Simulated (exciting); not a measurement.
The B K edge of atom 7 in MgB2C2, space group Pnnm, with 3 C at 1.57 Å (trigonal planar, site symmetry m), was computed at 3 levels: exchange and screened direct term (singlet BSE), independent particles and screened direct term alone. Common settings: exciting, all-electron LAPW+lo, LDA, 3×2×6 shifted k points, 32 conduction bands, |G+q| up to 3 bohr⁻¹, full RPA screening with nempty = 61, Lorentzian half width 0.45 eV.

Energy from the Kohn–Sham onset, core level to the lowest empty state found on the meshes used; all runs on one relative scale:

```
E (eV)  run 1  run 2  run 3
  -5.0   0.02   0.06   0.07
  -4.5   0.02   0.07   0.09
  -4.0   0.03   0.10   0.12
  -3.5   0.03   0.14   0.18
  -3.0   0.04   0.20   0.28
  -2.5   0.05   0.35   0.54
  -2.0   0.06   0.75   1.35
  -1.5   0.08   2.07   3.18
  -1.0   0.12   2.45   1.67
  -0.5   0.23   1.04   0.79
   0.0   0.51   0.73   0.65
   0.5   0.81   0.66   0.61
   1.0   0.75   0.65   0.61
   1.5   0.77   0.61   0.58
   2.0   0.77   0.54   0.54
   2.5   0.70   0.50   0.51
   3.0   0.55   0.55   0.58
   3.5   0.47   0.70   0.75
   4.0   0.50   0.85   0.93
   4.5   0.59   1.06   1.25
   5.0   0.58   1.47   1.82
   5.5   0.60   2.17   2.52
   6.0   0.68   2.45   2.39
   6.5   0.89   1.88   1.72
   7.0   1.19   1.46   1.34
   7.5   1.45   1.29   1.20
   8.0   1.47   1.15   1.07
   8.5   1.50   1.00   0.94
   9.0   1.32   0.99   0.95
   9.5   1.15   1.12   1.06
  10.0   1.23   1.03   0.96
  10.5   1.28   0.95   0.89
  11.0   1.29   0.95   0.89
  11.5   1.27   0.92   0.86
  12.0   1.25   0.86   0.80
  12.5   1.17   0.86   0.80
  13.0   1.15   0.84   0.78
  13.5   1.18   0.81   0.74
  14.0   1.15   0.79   0.73
  14.5   1.22   0.78   0.71
  15.0   1.31   0.69   0.62
```

Question: Which run is which, and why?

Run 1: independent particles; highest local maximum in the window at 8.3 eV. Run 2: exchange and screened direct term (singlet BSE); highest local maximum in the window at -1.2 eV. Run 3: screened direct term alone; highest local maximum in the window at -1.4 eV. The attractive direct term pulls weight down: the curves pass 0.44 at 0.0, -2.3 and -2.6 eV in the order of the runs. Exchange is repulsive: the centre of weight of the curve lies at 5.7 eV with it and at 5.4 eV without it. Fine structure above the first lines is partly noise of the 36-point mesh.

[Banner, clock and machine lines of the logs are left out without a mark of their own.]

[Logs are printed without paths, hosts, clocks, repeated set-up lines and the standing remarks that a program may print on its own settings, such as how far it seeks lower states.]

[Hosts, paths, dates, database ids (printed as entryN), source tags and the programs' standing remarks are cut or masked in the printed files.]
